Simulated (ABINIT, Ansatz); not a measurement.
# Quasiparticle gap of CsPbCl3 (Pm-3m) in ABINIT, part 3 of 3

Aim: the G0W0 gap of CsPbCl3 (Pm-3m) on PBE, step by step.

ABINIT 10.8.3; PBE and many-body steps on it, plane waves. Known limits of the many-body steps: not at the basis limit; no spin-orbit coupling; coarse k mesh.

So far. Step 4 (Empty states on the mesh, 2×2×2 mesh, 605 bands): On this mesh the gap is 1.932 eV. Step 5 (Screening, 2×2×2 mesh, 551 bands, screening to 217.7 eV): Local fields lower ε∞ by 12 %. On a Γ-centred mesh this coarse the value itself is usually too large, while a short band sum pulls it down.

## Step 6: Self-energy, 2×2×2 mesh, 551 bands, screening to 217.7 eV

The self-energy is evaluated for the states that the input lists, and the levels follow from it, in one-shot runs by the linearised quasiparticle equation.

This step: G0W0 on PBE, plane waves, norm-conserving pseudopotentials.

Input file run.abi:

```
acell 3*1.0 Angstrom
rprim 
  5.605000000000 0.000000000000 0.000000000000
  0.000000000000 5.605000000000 0.000000000000
  0.000000000000 0.000000000000 5.605000000000
ntypat 3
znucl 55 82 17
natom 5
typat 1 2 3 3 3
xred 
  0.000000000000 0.000000000000 0.000000000000
  0.500000000000 0.500000000000 0.500000000000
  0.500000000000 0.500000000000 0.000000000000
  0.000000000000 0.500000000000 0.500000000000
  0.500000000000 0.000000000000 0.500000000000
pp_dirpath "pseudos"
pseudos "Cs.upf, Pb.upf, Cl.upf"
ecut 32
ngkpt 2 2 2
nshiftk 1
shiftk 0 0 0
kptopt 1
chksymbreak 0
istwfk *1
occopt 1
irdwfk 1
optdriver 4
nband 551
gwcalctyp 0
ecutsigx 32
symsigma 1
nkptgw 2
kptgw 
  0.5000000000 0.5000000000 0.5000000000
  0.0000000000 0.0000000000 0.0000000000
bdgw 
  23 29
  24 29
ecuteps 8
irdscr 1
ppmodel 1
indata_prefix "in"
outdata_prefix "out"
tmpdata_prefix "tmp"
```

The run is started by

```console
$ OMP_NUM_THREADS=1 mpirun -n 4 abinit run.abi > log
```

Numbers of over 12 decimals in the logs are rounded to 6 here.

What it wrote:

```text
.Version 10.8.3 of ABINIT. v10.8.2 released Aug 2026.

 Symmetries : space group Pm -3 m (#221); Bravais cP (primitive cubic)
[... echo of the input left out ...]
== DATASET  1 ==================================================================
-   mpi_nproc: 4, omp_nthreads: 1 (-1 if OMP is not activated)

--- !DatasetInfo
iteration_state: {dtset: 1, }
dimensions: {natom: 5, nkpt: 4, mband: 551, nsppol: 1, nspinor: 1, nspden: 1, mpw: 10280, }
cutoff_energies: {ecut:  32.0, pawecutdg:  -1.0, }
electrons: {nelect:   5.20000000E+01, charge:   0.00000000E+00, occopt:   1.00000000E+00, tsmear:   1.00000000E-02, }

 SIGMA: Calculation of the GW corrections

 Based on a program developped by R.W. Godby, V. Olevano, G. Onida, and L. Reining.
 Incorporated in ABINIT by V. Olevano, G.-M. Rignanese, and M. Torrent.
.Using double precision arithmetic ; gwpc =  8

[... cell and pseudopotentials left out ...]
--------------------------------------------------------------------------------

 ==== K-mesh for the wavefunctions ====
 Number of points in the irreducible wedge :     4
[... list of points left out ...]
 Together with 48 symmetry operations and time-reversal symmetry
 yields     8 points in the full Brillouin Zone.

 ==== Q-mesh for screening function ====
 Number of points in the irreducible wedge :     4
[... list of points left out ...]
 Together with 48 symmetry operations and time-reversal symmetry
 yields     8 points in the full Brillouin Zone.

 vcoul_init : cutoff-mode = AUXILIARY_FUNCTION
 q-points for optical limit:   1
     1)      0.000010    0.000020    0.000030
 setmesh: FFT mesh size selected  =    54x   54x   54
          total number of points  =       157464

 Number of electrons calculated from density =   52.0000; Expected =   52.0000
 average of density, n =  0.043760
 r_s =    1.7604
 omega_plasma =   20.1788 [eV]

 === KS Band Gaps ===
  >>>> For spin  1
   Minimum direct gap =   1.9318 [eV], located at k-point      :   0.5000  0.5000  0.5000
   Fundamental gap    =   1.9318 [eV], Top of valence bands at :   0.5000  0.5000  0.5000
                                       Bottom of conduction at :   0.5000  0.5000  0.5000
 SIGMA fundamental parameters:
 PLASMON POLE MODEL  1
 number of plane-waves for SigmaX                10251
 number of plane-waves for SigmaC and W           1309
 number of plane-waves for wavefunctions         10251
 number of bands                                   551
 number of independent spin polarizations            1
 number of spinorial components                      1
 number of k-points in IBZ                           4
 number of q-points in IBZ                           4
 number of symmetry operations                      48
 number of k-points in BZ                            8
 number of q-points in BZ                            8
 number of frequencies for dSigma/dE                 9
 frequency step for dSigma/dE [eV]                0.25
 number of omega for Sigma on real axis              0
 max omega for Sigma on real axis  [eV]           0.00
 zcut for avoiding poles [eV]                     0.10

 EPSILON^-1 parameters (SCR file):
 dimension of the eps^-1 matrix on file           1309
 dimension of the eps^-1 matrix used              1309
 number of plane-waves for wavefunctions         10251
 number of bands                                   551
 number of q-points in IBZ                           4
 number of frequencies                               2
 number of real frequencies                          1
 number of imag frequencies                          1

 matrix elements of self-energy operator (all in [eV])

 Perturbative Calculation

--- !SelfEnergy_ee
iteration_state: {dtset: 1, }
kpoint     : [   0.500,    0.500,    0.500, ]
spin       : 1
KS_gap     :    1.932
QP_gap     :    3.298
Delta_QP_KS:    1.366
data: !SigmaeeData |
     Band     E0 <VxcDFT>   SigX SigC(E0)      Z dSigC/dE  Sig(E)    E-E0       E
       23   0.573 -14.257 -18.504   2.580   0.769  -0.300 -15.539  -1.282  -0.709
       24   0.573 -14.257 -18.504   2.580   0.769  -0.300 -15.539  -1.282  -0.709
       25   0.573 -14.257 -18.504   2.580   0.769  -0.300 -15.539  -1.282  -0.709
       26   2.787 -15.725 -17.975   1.177   0.789  -0.268 -16.571  -0.846   1.941
       27   4.719 -10.379  -6.296  -3.449   0.820  -0.220  -9.859   0.520   5.239
       28   4.719 -10.379  -6.296  -3.449   0.820  -0.220  -9.859   0.520   5.239
       29   4.719 -10.379  -6.296  -3.449   0.820  -0.220  -9.859   0.520   5.239

--- !SelfEnergy_ee
iteration_state: {dtset: 1, }
kpoint     : [   0.000,    0.000,    0.000, ]
spin       : 1
KS_gap     :    5.879
QP_gap     :    7.327
Delta_QP_KS:    1.448
data: !SigmaeeData |
     Band     E0 <VxcDFT>   SigX SigC(E0)      Z dSigC/dE  Sig(E)    E-E0       E
       24   0.252 -14.036 -18.291   2.596   0.769  -0.300 -15.312  -1.275  -1.023
       25   0.252 -14.036 -18.291   2.596   0.769  -0.300 -15.312  -1.275  -1.023
       26   0.252 -14.036 -18.291   2.596   0.769  -0.300 -15.312  -1.275  -1.023
       27   6.131  -6.348  -2.686  -3.456   0.842  -0.188  -6.175   0.173   6.304
       28   7.070  -6.633  -2.878  -3.364   0.842  -0.187  -6.303   0.330   7.400
       29   7.070  -6.633  -2.878  -3.364   0.842  -0.187  -6.303   0.330   7.400

== END DATASET(S) ==============================================================
================================================================================

 -outvars: echo values of variables after computation  --------
           etotal      0.0000000000E+00
            nband         551
             nkpt           4
          spgroup         221
 [... the other variables as echoed above ...]

 Calculation completed.
```

Run time: 17 min. Hardware: 4 MPI ranks of Arm Neoverse N1, shared host; peak memory 5.9 GiB; 67 min of CPU time.

This step gave:

- G0W0 gap on the points computed: 3.298 eV
- starting gap on the mesh: 1.932 eV
- k of the valence top: 0.5, 0.5, 0.5
- k of the conduction bottom: 0.5, 0.5, 0.5
- Z at the valence top: 0.789
- Z at the conduction bottom: 0.82
- least direct G0W0 gap on the computed points: 3.298 eV

The gap on the mesh goes from 1.93 eV to 3.30 eV, a correction of +1.37 eV.

Limits: finite bands, cutoff and mesh; no spin-orbit coupling; coarse k mesh. v1 is the top filled band, c1 the lowest empty one. The levels before and after the correction (eV, zero at the valence-band top of each column):

|  | conduction bottom | valence top |
| --- | --- | --- |
| Kohn-Sham | 1.93 | 0.00 |
| G0W0 | 3.30 | 0.00 |

```csv
,level,energy (eV)
Kohn-Sham,(0.5 0.5 0.5) v4-v2,-2.214
Kohn-Sham,(0.5 0.5 0.5) v1,0.000
Kohn-Sham,(0.5 0.5 0.5) c1-c3,1.932
G0W0,(0.5 0.5 0.5) v4-v2,-2.650
G0W0,(0.5 0.5 0.5) v1,0.000
G0W0,(0.5 0.5 0.5) c1-c3,3.298
```

## Step 7: Where the time went

Times are wall times on 4 MPI ranks of Arm Neoverse N1, shared host, good to a factor of about two.

```
                          step     time  share  memory (GiB)
                  ground state     81 s    3 %          0.43
bands along the symmetry lines  1.7 min    3 %          0.44
      empty states on the mesh   16 min   32 %          0.99
                     screening   14 min   29 %           4.9
                   self-energy   17 min   33 %           5.9
```

## Step 8: Results

```yaml
pbe_gap: 1.93 eV, direct
g0w0_gap_on_the_mesh: 3.30 eV
gw_settings: 2×2×2 mesh, 551 bands, screening to 217.7 eV, Godby-Needs plasmon pole
known_limits: not at the basis limit; no spin-orbit coupling; coarse k mesh
```

What this shows: G0W0 moves the gap on the mesh from 1.93 eV to 3.30 eV (+1.37 eV), with Z of 0.79 and 0.82 at the edges. Local fields lower the RPA ε∞ on this mesh from 8.22 to 7.23; a Γ-centred mesh this coarse tends to raise both, most where the direct gap is narrow, while a short band sum lowers them. Only 2 of the mesh's irreducible points were corrected, so a valley elsewhere could overtake. Bands and cutoff are finite, so the gap is not at the basis limit. The miss can reach some tenths of an eV and take either sign; the mesh is an error of its own. In the G0W0 run levels were corrected at 2 k points alone, so a gap called «on the mesh» is the least over those, and an edge elsewhere would be missed. The 2×2×2 mesh is coarse for this cell, which bears on the long-range parts of exchange and screening. Where an edge is built on 6p states of lead, bismuth or thallium, scalar-relativistic gaps usually stand too wide, by a few tenths to over one eV. This is the ideal cubic cell; many perovskites, halides above all, are cubic only on average, and local tilts or off-centring can widen the gap. The many-body steps are scalar-relativistic: spin-orbit coupling is not in them.

[Paths, hosts, dates, memory and timing lines, banners, echoed tables and standing remarks are left out of the program output.]

[Logs are printed without paths, hosts, clocks, repeated set-up lines and the standing remarks that a program may print on its own settings, such as how far it seeks lower states.]

[Runs of the session that timed out or met a known fault of the program may be left out.]

[Hosts, paths, dates, database ids (printed as entryN), source tags and the programs' standing remarks are cut or masked in the printed files.]

[G0W0 gaps are taken among the corrected bands and points alone; a level outside them can change the order at an edge.]

[Where Ansatz stands beside ABINIT at settings called matched, ABINIT's density can come from a denser mesh and the files from another edition; pairs whose starting gaps differed by over 0.03 eV were left out, so agreement reads better than it is.]
